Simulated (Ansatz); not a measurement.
## TaInSe3 (model cell, started as cubic perovskite with Ta in the octahedra): the cell at rest

Aim: bring TaInSe3 (model cell, started as cubic perovskite with Ta in the octahedra) to small forces and stress, as phonons need.

Main program and level: Ansatz 0.2.0; DFT PBEsol, scalar-relativistic, plane waves, PAW.

The structure was built from a prototype and need not be the compound's stable phase.

## (1) Set-up

Symmetry: Pm-3m, No. 221, cubic system. Conventional cell: a = 5.135 Å, b = 5.135 Å, c = 5.135 Å, α = 90.00°, β = 90.00°, γ = 90.00°. Nearest to In lie 12 Se at 3.63 Å. Nearest to Ta lie 6 Se at 2.57 Å. Nearest to Se lie 2 Ta at 2.57 Å. Farther neighbours and most contacts between anions are not listed.

## (2) A coarse first look

First a cheap look: the gap decides the mesh and the occupations, the pressure tells how far the cell has to move.

Input file input.yaml:

```yaml
crystal:
  lattice:
    - [5.1352, 0.0, 0.0]
    - [0.0, 5.1352, 0.0]
    - [0.0, 0.0, 5.1352]
  atoms:
    - { symbol: In, position: [0.0, 0.0, 0.0] }
    - { symbol: Ta, position: [0.5, 0.5, 0.5] }
    - { symbol: Se, position: [0.5, 0.5, 0.0] }
    - { symbol: Se, position: [0.5, 0.0, 0.5] }
    - { symbol: Se, position: [0.0, 0.5, 0.5] }
kpoints:
  mp_grid: { grid: [4, 4, 4] }
hamiltonian:
  xc: pbesol
scf:
  occupations: { method: gaussian, width: 0.1 }
output:
  forces: true
  stress: true
  eigenvalues: true
```

Run with:

```console
$ ansatz run input.yaml --threads 8 --pin off --max-ram 14336MiB --backend cpu --events-out ev --progress --plain --runs-dir out
```

Numbers of over 12 decimals in the logs are rounded to 6 here.

What it wrote:

```text
Engine: ansatz 0.2.0, aarch64-unknown-linux-gnu
Pseudopotentials: kind: paw
Pseudopotential: In, paw, valence charge 13, recommended cutoff 420 eV (normal), In.paw.azcp
Pseudopotential: Ta, paw, valence charge 13, recommended cutoff 420 eV (normal), Ta.paw.azcp
Pseudopotential: Se, paw, valence charge 16, recommended cutoff 420 eV (normal), Se.paw.azcp
Functional definition: PBEsol
  exchange = pbesol_x
[...]
k-point 0: bands = [... 33 lower, 7.0028, 7.4176, 7.4176, 7.4176, 7.6107, 7.6107, 7.6107, 9.6167, ... 3 higher]
  k-point 1: bands = [... 33 lower, 6.7714, 6.9809, 7.3369, 7.3369, 7.6296, 9.0725, 9.0725, 9.6278, ... 3 higher]
  k-point 2: bands = [... 33 lower, 6.5685, 7.4158, 7.4158, 7.6489, 7.7865, 9.6361, 9.7368, 9.9476, ... 3 higher]
  k-point 9: bands = [... 33 lower, 4.5310, 8.3397, 8.3397, 8.3397, 9.8341, 9.8341, 9.8341, 13.4870, ... 3 higher]
[key lines of the parts left out:]
SCF converged after 7 iterations
Free energy (F): -31606.211460 eV
Fermi energy:    8.047376 eV
P = ⅓ Tr σ = -4.9146 GPa (-49.146 kbar)
```

Run time: 1.9 s. Hardware: 8 threads of Arm Neoverse N1, shared host; peak memory 0.59 GiB.

Numbers from this step:

```yaml
pressure: -4.915 GPa
volume_per_atom: 27.08 Å³
gap_on_the_k_mesh: 0 eV
```

The coarse mesh shows no gap and a pressure of -4.9 GPa.

## (3) Relaxation

Harmonic phonons are second derivatives at a point where the forces vanish, and they are wanted at zero stress, so atoms and cell are relaxed first.

input.yaml: that of step 2 with these lines changed.

```diff
@@ -12,3 +12,3 @@
 kpoints:
-  mp_grid: { grid: [4, 4, 4] }
+  mp_grid: { grid: [6, 6, 6] }
 hamiltonian:
@@ -21 +21,6 @@
   eigenvalues: true
+relax:
+  adjacent_minimum: "off"
+  f_tol: 0.005
+  max_steps: 80
+  cell: { stress_tol: 0.05 }
```

What it wrote:

```text
[...]
Crystal: 5 atoms, lattice volume = 135.417 Å³
Basis set: ecut = 420 eV, 2601 PW (Γ), exchange–correlation on 72×72×72 points (8 copies of the dense FFT grid, shifted against one another)
Bands: 45, of which v1, the nominal top of the filled ones, is band 37 counted from 1 (36 counted from 0)
Symmetry: 48 space group operations
[...]
k-points: 20 of 216
[...]
SCF iter   1: F=—  HF=-31606.163904 eV  |F-HF|=—  |Δ(HF+E_count)|=         —  Δρ=3.57e-3  dr2=4.01e-2  ethr=1.77e-3  ⟨swp⟩=7.0  Hψ=3322  notcnv=0
[...]
SCF iter   7: F=-31606.153763 eV  HF=-31606.153763 eV  |F-HF|=4.19e-8  |Δ(HF+E_count)|=   5.55e-7  Δρ=5.92e-6  dr2=4.50e-8  ethr=1.35e-10  ⟨swp⟩=9.4  Hψ=4007  notcnv=0
SCF 1 converged in 7 iterations: F = -31606.153763 eV  dr2 = 4.50e-8
[...]
relax step   1: F+E_penalty+E_count = -31606.15376309 eV  Δ(F+E_penalty+E_count) = +0.000e0 eV  max|allowed force component| = 1.104e-29 eV/Å  Δτ_max = 0.0000 Å  P = -4.605 GPa  Ω = 135.417 Å³  (7 SCF iters, dr2 threshold 1.00e-7 eV, accepted)
Crystal: 5 atoms, lattice volume = 122.460 Å³
Basis set: ecut = 420 eV, 2373 PW (Γ), exchange–correlation on 72×72×72 points (8 copies of the dense FFT grid, shifted against one another)
[...]
iter 1 solved again at ethr=4.31e-4 eV; its pass at ethr=3.10e-3 eV (dr2=3.19e-1 eV) is discarded
[...]
SCF iter   7: F=-31606.259616 eV  HF=-31606.259616 eV  |F-HF|=6.18e-10  |Δ(HF+E_count)|=   6.42e-7  Δρ=8.07e-6  dr2=1.01e-7  ethr=6.76e-10  ⟨swp⟩=6.6  Hψ=3556  notcnv=0
SCF 2 converged in 7 iterations: F = -31606.259616 eV  dr2 = 1.01e-7
[...]
relax step   2: F+E_penalty+E_count = -31606.25961619 eV  Δ(F+E_penalty+E_count) = -1.059e-1 eV  max|allowed force component| = 5.312e-30 eV/Å  Δτ_max = 0.0000 Å  P = +2.724 GPa  Ω = 122.460 Å³  energy of the carried Pulay correction = +2.020e-3 eV  (7 SCF iters, dr2 threshold 5.00e-7 eV, accepted)
Crystal: 5 atoms, lattice volume = 126.975 Å³
Basis set: ecut = 420 eV, 2517 PW (Γ), exchange–correlation on 72×72×72 points (8 copies of the dense FFT grid, shifted against one another)
[...]
SCF iter   6: F=-31606.291505 eV  HF=-31606.291505 eV  |F-HF|=3.06e-9  |Δ(HF+E_count)|=   2.40e-6  Δρ=1.14e-5  dr2=3.21e-7  ethr=6.76e-10  ⟨swp⟩=3.3  Hψ=3686  notcnv=0
the search or the solves at the SCF's close seem to have found levels that the self-consistency loop had missed (the run counts 1). By its estimate they hold under 1e-12 electrons; where the run keeps them, the occupations were computed again with them
SCF 3 converged in 6 iterations: F = -31606.291505 eV  dr2 = 3.21e-7
relax step   3: F+E_penalty+E_count = -31606.29150490 eV  Δ(F+E_penalty+E_count) = -3.189e-2 eV  max|allowed force component| = 8.559e-30 eV/Å  Δτ_max = 0.0000 Å  P = -0.310 GPa  Ω = 126.975 Å³  energy of the carried Pulay correction = +1.293e-3 eV  (6 SCF iters, dr2 threshold 5.00e-7 eV, accepted)
[...]
relax step   4: F+E_penalty+E_count = -31606.29207171 eV  Δ(F+E_penalty+E_count) = -5.668e-4 eV  max|allowed force component| = 1.434e-29 eV/Å  Δτ_max = 0.0000 Å  P = -0.010 GPa  Ω = 126.486 Å³  energy of the carried Pulay correction = +1.371e-3 eV  (5 SCF iters, dr2 threshold 2.40e-7 eV, accepted)
[...]
SCF iter   7: F=-31606.290823 eV  HF=-31606.290823 eV  |F-HF|=1.46e-11  |Δ(HF+E_count)|=  5.46e-11  Δρ=4.93e-8  dr2=4.27e-12  ethr=1.00e-12  ⟨swp⟩=4.0  Hψ=2675  notcnv=0
SCF 5 converged in 7 iterations: F = -31606.290823 eV  dr2 = 4.27e-12
[...]
relax step   5: F+E_penalty+E_count = -31606.29082307 eV  Δ(F+E_penalty+E_count) = +1.249e-3 eV  max|allowed force component| = 6.705e-30 eV/Å  Δτ_max = 0.0000 Å  P = -0.015 GPa  Ω = 126.486 Å³  stress off target by 1.54e-2 GPa  SCF on the basis re-selected at this cell (its energy is not comparable with the rows above)  (7 SCF iters)
basis re-selected at this cell: Δ(F+E_penalty+E_count) = +1.249e-3 eV, ΔP = -0.005 GPa vs the last step (what re-selecting the basis moved, of the pressure what is left beyond the Pulay correction that the steps carried, after the strain that the cell walked since its last selection, with what the two solves' SCF thresholds leave and, on support functions, any second-order correction that the steps lacked; it is no m [...]
SCF converged after 7 iterations
Free energy (F): -31606.290823 eV
[...]
Internal energy: -31606.290022 eV  (E = F + TS)
E sigma→0 (E₀):  -31606.290423 eV
Entropy (-TS):   -0.000801 eV (-0.160 meV/atom)
Fermi energy:    9.200756 eV
[...]
--- Stress (GPa, compression-positive) ---
       -0.015392       0.000000      -0.000000
        0.000000      -0.015392       0.000000
       -0.000000       0.000000      -0.015392
  P = ⅓ Tr σ = -0.0154 GPa (-0.154 kbar)
--- Band table (eV; the first three rows and the last of 20) ---
  k-point 0: bands = [... 33 lower, 7.8683, 8.3753, 8.3753, 8.3753, 8.3877, 8.3877, 8.3877, 10.7131, ... 4 higher]
  k-point 1: bands = [... 33 lower, 7.7294, 7.8098, 8.2425, 8.2425, 8.3859, 9.4571, 9.4571, 10.7236, ... 4 higher]
  k-point 2: bands = [... 33 lower, 7.4821, 8.3046, 8.3238, 8.3238, 8.4074, 10.5374, 10.5374, 10.7390, ... 4 higher]
  k-point 19: bands = [... 33 lower, 5.4072, 9.3658, 9.3658, 9.3658, 10.8200, 10.8200, 10.8200, 14.7892, ... 4 higher]
--- Relaxed structure (4 steps of the walk, 4 accepted, 1 SCFs on fresh bases) ---
  F+E_penalty+E_count = -31606.29082307 eV   max|allowed force component| = 6.705e-30 eV/Å   (the final SCF, on the basis selected at the relaxed cell)
  cell:  # Å, volume = 126.4864 Å³
    - [5.019741, 0, 0]
    - [0, 5.019741, 0.0]
    - [0, 0.0, 5.019741]
  atoms:
    - { symbol: In, position: [0, 0, 0] }
    - { symbol: Ta, position: [0.5, 0.5, 0.5] }
    - { symbol: Se, position: [0.5, 0.5, 0] }
    - { symbol: Se, position: [0.5, 0, 0.5] }
    - { symbol: Se, position: [0, 0.5, 0.5] }
```

It took 20 s on 8 threads; peak memory 0.68 GiB.

The steps of the relaxation:

| step | energy less that of the first step (eV) | largest force component (eV/Å) | pressure (GPa) | volume (Å³) |
| --- | --- | --- | --- | --- |
| 1 | 0.0000 | 0.0000 | -4.60 | 135.42 |
| 2 | -0.1059 | 0.0000 | 2.72 | 122.46 |
| 3 | -0.1377 | 0.0000 | -0.31 | 126.97 |
| 4 | -0.1383 | 0.0000 | -0.01 | 126.49 |
| 5* | -0.1371 | 0.0000 | -0.02 | 126.49 |

Relaxation steps marked * repeat the geometry before them on a plane-wave basis chosen anew for their cell, so energy and pressure can jump there.

The run keeps the 48 symmetry operations that it works with, so distortions that break them were not tested.

| conventional cell, symmetrised | before | after | change |
| --- | --- | --- | --- |
| a (Å) | 5.135 | 5.020 | -2.2 % |
| b (Å) | 5.135 | 5.020 | -2.2 % |
| c (Å) | 5.135 | 5.020 | -2.2 % |
| volume (Å³/atom) | 27.08 | 25.30 | -6.6 % |

This step gave:

```yaml
pressure: -0.01539 GPa
volume_per_atom: 25.30 Å³
```

In this step the volume went from 27.08 to 25.30 Å³/atom.

## (4) Relaxing to small forces for the phonons

Phonons need a cell at rest on their own settings, so the relaxation is repeated with tight tolerances on forces and stress on the k mesh and occupations of the first response run.

Input file input.yaml:

```yaml
crystal:
  lattice:
    - [5.019741282, 0.0, 0.0]
    - [0.0, 5.019741282, 0.0]
    - [0.0, 0.0, 5.019741282]
  atoms:
    - { symbol: In, position: [0.0, 0.0, 0.0] }
    - { symbol: Ta, position: [0.5, 0.5, 0.5] }
    - { symbol: Se, position: [0.5, 0.5, 0.0] }
    - { symbol: Se, position: [0.5, 0.0, 0.5] }
    - { symbol: Se, position: [0.0, 0.5, 0.5] }
kpoints:
  mp_grid: { grid: [6, 6, 6] }
hamiltonian:
  xc: pbesol
scf:
  occupations: { method: methfessel_paxton, width: 0.15 }
output:
  forces: true
  stress: true
  eigenvalues: true
relax:
  adjacent_minimum: "off"
  f_tol: 0.001
  max_steps: 60
  cell: { stress_tol: 0.01 }
```

What it wrote:

```text
[...]
Crystal: 5 atoms, lattice volume = 126.486 Å³
Basis set: ecut = 420 eV, 2517 PW (Γ), exchange–correlation on 72×72×72 points (8 copies of the dense FFT grid, shifted against one another)
Bands: 45, of which v1, the nominal top of the filled ones, is band 37 counted from 1 (36 counted from 0)
[... 1 set-up line as in the run before ...]
[...]
k-points: 20 of 216
[...]
--- Relaxed structure (3 steps of the walk, 3 accepted, 1 SCFs on fresh bases) ---
[...]
cell:  # Å, volume = 126.4495 Å³
    - [5.019252, 0, 0]
    - [0, 5.019252, 0]
    - [0, 0, 5.019252]
  atoms:
    - { symbol: In, position: [0, 0, 0] }
    - { symbol: Ta, position: [0.500000, 0.500000, 0.500000] }
    - { symbol: Se, position: [0.500000, 0.500000, 0] }
    - { symbol: Se, position: [0.500000, 0, 0.500000] }
    - { symbol: Se, position: [0, 0.500000, 0.500000] }
[key lines of the parts left out:]
SCF converged after 5 iterations
Free energy (F): -31606.288916 eV
Fermi energy:    9.195485 eV
P = ⅓ Tr σ = 0.0000 GPa (0.000 kbar)
```

Run time: 16 s. Hardware: 8 threads; peak memory 0.66 GiB; 57 s of CPU time.

Little changed from the start: no atom moved by 0.005 Å and no cell edge by 0.1 %.

Numbers from this step:

* pressure: 7.27e-6 GPa
* volume per atom: 25.29 Å³

The forces vanish by symmetry and the pressure is 0.000 GPa, within the tolerances set. The cell now holds 25.29 Å³/atom.

## (5) What came out

| Item | Value |
| --- | --- |
| space group after relaxation (within 0.01 Å) | Pm-3m |
| lattice constant a | 5.019 Å |
| lattice constant b | 5.019 Å |
| lattice constant c | 5.019 Å |
| volume per atom | 25.3 Å³ |

The forces vanish by symmetry and the pressure is 0.000 GPa, within the tolerances set. The cell now holds 25.29 Å³/atom. The relaxation keeps the symmetry of its start, so it says nothing on stability against lower symmetry. Spin-orbit coupling is left out, which can matter for the heavy elements here. The starting cell was built on a prototype and not taken from a measurement, so the phase need not exist.

[Logs are printed without paths, hosts, clocks, repeated set-up lines and the standing remarks that a program may print on its own settings, such as how far it seeks lower states.]

[Hosts, paths, dates, database ids (printed as entryN), source tags and the programs' standing remarks are cut or masked in the printed files.]
